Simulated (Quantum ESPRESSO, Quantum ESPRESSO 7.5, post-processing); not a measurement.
# Al(110), 5 layers against a metal electrode, stepped through the charge of the slab

Aim: how the results for Al(110), 5 layers against a metal electrode change with the charge of the slab.

Method: plane-wave DFT, PBE, GBRV ultrasoft pseudopotentials, in Quantum ESPRESSO 7.5.

Most raw output is cut from this account.

## (1) The structure

The structure is cubic, space group Fm-3m (No. 225). The conventional cell has a = 4.050 Å, b = 4.050 Å, c = 4.050 Å, α = 90.00°, β = 90.00°, γ = 90.00°. Nearest to Al lie 12 Al at 2.86 Å.

Set-up: The slab is relaxed neutral, then held. ESM with bc3: vacuum below and a metal electrode about 6 Å above the top atoms. Cold smearing of 0.02 Ry. Charges are set per cell from the starting area. The slabs take the lattice constants of the bulk relaxed by the same program.

Members 2, 3, 4.5, 6, 7 and 8 took the same steps and show in the table alone.

## (2) Relaxing cell and ions of the reference

The bulk crystal is relaxed in cell and atoms; the members are built on its lattice constants.

Input file ref.vc.in:

```
&control
  prefix = 'ref.vc'
  outdir = './out'
  pseudo_dir = './pseudo'
  nstep = 40
  forc_conv_thr = 0.0003
  calculation = 'vc-relax'
/
&system
  ibrav = 0
  nat = 1
  ntyp = 1
  ecutwfc = 50
  ecutrho = 250
  occupations = 'smearing'
  smearing = 'mv'
  degauss = 0.02
/
&electrons
  conv_thr = 1e-09
  mixing_beta = 0.4
  electron_maxstep = 120
/
&ions
/
&cell
  press_conv_thr = 0.3
/
ATOMIC_SPECIES
  Al  26.9815  al_pbe_v1.uspp.F.UPF
CELL_PARAMETERS angstrom
  0.00000000000000 2.02500000000000 2.02500000000000
  2.02500000000000 0.00000000000000 2.02500000000000
  2.02500000000000 2.02500000000000 0.00000000000000
ATOMIC_POSITIONS crystal
  Al  0.000000000000 0.000000000000 0.000000000000
K_POINTS automatic
  17 17 17 0 0 0
```

The run is started by

```console
$ OMP_NUM_THREADS=1 mpirun -n 2 pw.x -nk 2 -in ref.vc.in > ref.vc.out
```

The job ended after 10 s (2 MPI ranks of Arm Neoverse V2, shared host; peak memory 0.11 GiB).

The steps of the relaxation:

```csv
step,energy less that of the first step (eV),largest force (eV/Å),volume (Å³)
1,0.0000,0.0000,16.61
2,-0.0002,0.0000,16.56
3,-0.0002,0.0000,16.48
4,-0.0002,0.0000,16.48
```

```csv
"conventional cell, symmetrised",before,after,change
a (Å),4.050,4.040,-0.3 %
b (Å),4.050,4.040,-0.3 %
c (Å),4.050,4.040,-0.3 %
volume (Å³/atom),16.61,16.48,-0.8 %
```

The relaxed structure:

```cif
data_structure
_symmetry_space_group_name_H-M 'P 1'
_symmetry_Int_Tables_number 1
_cell_length_a 2.8564
_cell_length_b 2.8564
_cell_length_c 2.8564
_cell_angle_alpha 60.000
_cell_angle_beta 60.000
_cell_angle_gamma 60.000
_cell_volume 16.48
loop_
_atom_site_label
_atom_site_type_symbol
_atom_site_fract_x
_atom_site_fract_y
_atom_site_fract_z
_atom_site_occupancy
Al1 Al 0.00000 0.00000 0.00000 1
```

 The last row is no step: it is a fresh SCF in the final cell with a new plane-wave basis, +0 meV from the row before.

Read from the output:

```
free energy  : -91.2658 eV
Fermi energy : 7.908 eV
```

## (3) Relaxation with pw.x of the reference

What the set-up leaves free in this member is relaxed.

System of this step: Al(110), 5 layers. The cell holds 5 atoms: 5 Al. Cell: a = 4.040 Å, b = 2.856 Å, c = 20.674 Å, α = 90.0°, β = 90.0°, γ = 90.0°. It derives from Al. Vacuum lies along c.

Input file ref.relax.in:

```
&control
  prefix = 'ref.relax'
  outdir = './out'
  pseudo_dir = './pseudo'
  nstep = 40
  forc_conv_thr = 0.001
  calculation = 'relax'
/
&system
  ibrav = 0
  nat = 5
  ntyp = 1
  ecutwfc = 40
  ecutrho = 200
  occupations = 'smearing'
  smearing = 'mv'
  degauss = 0.02
/
&electrons
  conv_thr = 1e-08
  mixing_beta = 0.4
  electron_maxstep = 120
  mixing_mode = 'local-TF'
/
&ions
/
ATOMIC_SPECIES
  Al  26.9815  al_pbe_v1.uspp.F.UPF
CELL_PARAMETERS angstrom
  4.03954985400000 0.00000000000000 0.00000000000000
  0.00000000000000 2.85639309470453 0.00000000000000
  0.00000000000000 0.00000000000000 20.67408194496461
ATOMIC_POSITIONS crystal
  Al  0.000000000000 0.000000000000 0.361837004308
  Al  0.500000000000 0.500000000000 0.430918502154
  Al  0.000000000000 0.000000000000 0.500000000000 0 0 0
  Al  0.500000000000 0.500000000000 0.569081497846
  Al  0.000000000000 0.000000000000 0.638162995692
K_POINTS automatic
  8 10 1 0 0 0
```

The run is started by

```console
$ OMP_NUM_THREADS=1 mpirun -n 2 pw.x -nk 2 -in ref.relax.in > ref.relax.out
```

Wall time 3.2 min (2 MPI ranks); peak memory 0.28 GiB.

Relaxation path:

```csv
step,energy less that of the first step (eV),largest force (eV/Å)
1,0.0000,0.1903
2,-0.0026,0.1768
3,-0.0051,0.1620
4,-0.0082,0.1399
5,-0.0117,0.1068
6,-0.0146,0.0567
7,-0.0151,0.0367
8,-0.0152,0.0370
9,-0.0154,0.0346
10,-0.0156,0.0276
11,-0.0158,0.0146
```

The atoms that moved most (Å):

```
atom     dx     dy      dz  length
 Al1  0.000  0.000   0.057   0.057
 Al5  0.000  0.000  -0.057   0.057
 Al2  0.000  0.000  -0.028   0.028
 Al4  0.000  0.000   0.028   0.028
```

Final coordinates:

```xyz
5
Lattice="4.0395 0.0000 0.0000 0.0000 2.8564 0.0000 0.0000 0.0000 20.6741" Properties=species:S:1:pos:R:3
Al    0.0000    0.0000    7.5378
Al    2.0198    1.4282    8.8805
Al    0.0000    0.0000   10.3370
Al    2.0198    1.4282   11.7936
Al    0.0000    0.0000   13.1363
```

The relaxation lowers the energy by 3 meV an atom. On the free atoms the largest force ends at 0.015 eV/Å.

Numbers from this step:

```
free energy  : -454.9308 eV
Fermi energy : 0.2356 eV
```

## (4) SCF with pw.x, 0 ×10¹³ e/cm²

A run under open boundaries on these atoms gives the vacuum levels.

Input file m2.esm.in:

```
&control
  prefix = 'm2.esm'
  outdir = './out'
  pseudo_dir = './pseudo'
  calculation = 'scf'
  tprnfor = .true.
/
&system
  ibrav = 0
  nat = 5
  ntyp = 1
  ecutwfc = 40
  ecutrho = 200
  occupations = 'smearing'
  smearing = 'mv'
  degauss = 0.02
  assume_isolated = 'esm'
  esm_bc = 'bc3'
  tot_charge = 0.0
/
&electrons
  conv_thr = 1e-08
  mixing_beta = 0.25
  electron_maxstep = 160
  mixing_mode = 'local-TF'
  mixing_ndim = 12
/
ATOMIC_SPECIES
  Al  26.9815  al_pbe_v1.uspp.F.UPF
CELL_PARAMETERS angstrom
  4.03954985400000 0.00000000000000 0.00000000000000
  0.00000000000000 2.85639309470453 0.00000000000000
  0.00000000000000 0.00000000000000 20.67408194496461
ATOMIC_POSITIONS crystal
  Al  0.000000000000 0.000000000000 -0.062846110308
  Al  0.500000000000 0.500000000000 0.002099726292
  Al  0.000000000000 0.000000000000 0.072554612292
  Al  0.500000000000 0.500000000000 0.143009498292
  Al  0.000000000000 0.000000000000 0.207955334892
K_POINTS automatic
  8 10 1 0 0 0
```

The run is started by

```console
$ OMP_NUM_THREADS=1 mpirun -n 2 pw.x -nk 2 -in m2.esm.in > m2.esm.out
```

It took 98 s on 2 MPI ranks; peak memory 0.29 GiB.

Read from the output:

* Fermi energy: -3.984 eV
* vacuum line at the lower end of the cell, over the Fermi level: 3.985 eV
* slope of the potential above: 1.94e-4 eV/Å
* vacuum line at the upper end of the cell, over the Fermi level: 3.984 eV

The potential energy, planar mean oscillates, so the rows of the table below give means over windows of 1.38 Å about each position, cut where the curve ends. Its maxima inside the range that stand out by 2 % of the span (Å: eV): -0.6: -6.22, 0.8: -5.11, 2.2: -5.13, 3.7: -6.21. Its minima: -1.3: -8.24, 0.0: -8.61, 1.5: -8.50, 3.0: -8.61, 4.2: -8.25.

Electrostatic potential energy of an electron; zero at the Fermi level. Potential energy, planar mean against z; means over each step:

z (Å), potential energy, planar mean (eV) and a bar from the least value:
```
    -9.65       3.98 ##############################
    -8.27       3.98 ##############################
    -6.89       3.98 ##############################
    -5.51       3.98 ##############################
    -4.13       3.93 ##############################
    -2.75       2.57 ##########################
    -1.37      -5.99 ###
     0.01      -7.18 
     1.39      -6.90 #
     2.77      -7.01 
     4.15      -6.69 #
     5.53       1.69 ########################
     6.91       3.89 ##############################
     8.29       3.98 ##############################
     9.67       3.98 ##############################
```

Inside the slab this potential holds the local part of the pseudopotentials, which can be repulsive at the nuclei; only its value in the vacuum has a meaning of its own.

## (5) SCF with pw.x, 1 ×10¹³ e/cm²

m3.esm.in, as its differences from the input of step 4:

```diff
@@ -1,3 +1,3 @@
 &control
-  prefix = 'm2.esm'
+  prefix = 'm3.esm'
   outdir = './out'
@@ -18,3 +18,3 @@
   esm_bc = 'bc3'
-  tot_charge = 0.0
+  tot_charge = 0.0116
 /
@@ -26,2 +26,3 @@
   mixing_ndim = 12
+  startingpot = 'file'
 /
```

The run is started by

```console
$ cp -r out/m2.esm.save out/m3.esm.save
$ OMP_NUM_THREADS=1 mpirun -n 2 pw.x -nk 2 -in m3.esm.in > m3.esm.out
```

Wall time 1.8 min (2 MPI ranks); peak memory 0.29 GiB; 3.7 min of CPU time.

This step gave:

| Property | Result |
| --- | --- |
| Fermi energy | -4.797 eV |
| vacuum line at the lower end of the cell, over the Fermi level | 3.992 eV |
| slope of the potential above | 0.1820 eV/Å |
| vacuum line at the upper end of the cell, over the Fermi level | 4.797 eV |

Inside the slab this potential holds the local part of the pseudopotentials, which can be repulsive at the nuclei; only its value in the vacuum has a meaning of its own.

## (6) Self-consistent run, -1.5 ×10¹³ e/cm²

m1.esm.in, as its differences from the input of step 5:

```diff
@@ -1,3 +1,3 @@
 &control
-  prefix = 'm3.esm'
+  prefix = 'm1.esm'
   outdir = './out'
@@ -18,3 +18,3 @@
   esm_bc = 'bc3'
-  tot_charge = 0.0116
+  tot_charge = -0.0174
 /
```

The run is started by

```console
$ cp -r out/m2.esm.save out/m1.esm.save
$ OMP_NUM_THREADS=1 mpirun -n 2 pw.x -nk 2 -in m1.esm.in > m1.esm.out
```

Wall time 87 s (2 MPI ranks); peak memory 0.29 GiB.

Numbers from this step:

```
Fermi energy                                                   : -2.785 eV
vacuum line at the lower end of the cell, over the Fermi level : 3.984 eV
slope of the potential above                                   : -0.2725 eV/Å
vacuum line at the upper end of the cell, over the Fermi level : 2.786 eV
```

Inside the slab this potential holds the local part of the pseudopotentials, which can be repulsive at the nuclei; only its value in the vacuum has a meaning of its own.

## (7) Ground state, -3 ×10¹³ e/cm²

m0.esm.in, as its differences from the input of step 6:

```diff
@@ -1,3 +1,3 @@
 &control
-  prefix = 'm1.esm'
+  prefix = 'm0.esm'
   outdir = './out'
@@ -18,3 +18,3 @@
   esm_bc = 'bc3'
-  tot_charge = -0.0174
+  tot_charge = -0.03479
 /
```

The run is started by

```console
$ cp -r out/m1.esm.save out/m0.esm.save
$ OMP_NUM_THREADS=1 mpirun -n 2 pw.x -nk 2 -in m0.esm.in > m0.esm.out
```

It took 86 s on 2 MPI ranks; peak memory 0.29 GiB; 2.9 min of CPU time.

Read from the output:

```
Fermi energy                                                   : -1.619 eV
slope of the potential above                                   : -0.5448 eV/Å
vacuum line at the upper end of the cell, over the Fermi level : 1.619 eV
```

Inside the slab this potential holds the local part of the pseudopotentials, which can be repulsive at the nuclei; only its value in the vacuum has a meaning of its own.

## (8) The series side by side

The series in one table:

| the charge of the slab (positive: electrons removed) | electrode's level over the Fermi level (eV) | far face's level over the Fermi level (eV) | field in the gap (eV/Å) |
| --- | --- | --- | --- |
| -3 ×10¹³ e/cm² | 1.619 | 3.984 | -0.5448 |
| -1.5 ×10¹³ e/cm² | 2.786 | 3.984 | -0.2725 |
| 0 ×10¹³ e/cm² | 3.984 | 3.985 | 0.0001935 |
| 1 ×10¹³ e/cm² | 4.797 | 3.992 | 0.182 |
| 2 ×10¹³ e/cm² | 5.618 | 3.986 | 0.3639 |
| 3 ×10¹³ e/cm² | 6.446 | 3.99 | 0.5457 |
| 4.5 ×10¹³ e/cm² | 7.704 | 3.995 | 0.8185 |
| 6 ×10¹³ e/cm² | 8.974 | 3.995 | 1.091 |
| 7 ×10¹³ e/cm² | 9.828 | 3.998 | 1.273 |
| 8 ×10¹³ e/cm² | 10.69 | 4.002 | 1.455 |

## (9) The arithmetic

Last interval: C = Δσ/ΔV = 0.00101 e/Å² / 0.859 V × 1602 = 1.88 µF/cm².

## (10) Outcome

- mean capacitance at positive charge: 1.92 μF/cm²
- effective gap ε₀/C: 4.60 Å
- top atoms to electrode: 6.04 Å

The series holds 10 members; mean capacitance at positive charge: 1.92 μF/cm²; effective gap ε₀/C: 4.60 Å; top atoms to electrode: 6.04 Å (PBE, GBRV ultrasoft). Interval by interval C lies between 1.88 and 2.07 µF/cm². The far face's level moves by 0.02 eV over the series: the slab screens like a metal, and averaged over the positive charges the image plane lies 1.44 Å above the top atoms. Vacuum fills the gap; ions don't answer the charge; added electrons can spill towards the electrode at the most negative charges.

[Logs are printed without paths, hosts, clocks, repeated set-up lines and the standing remarks that a program may print on its own settings, such as how far it seeks lower states.]

[Hosts, paths, dates, database ids (printed as entryN), source tags and the programs' standing remarks are cut or masked in the printed files.]

[Maps of the electrostatic potential energy from Ansatz leave out the sawtooth potential of an applied field or a dipole correction, so their vacuum need not be flat; planar profiles and work functions include it.]
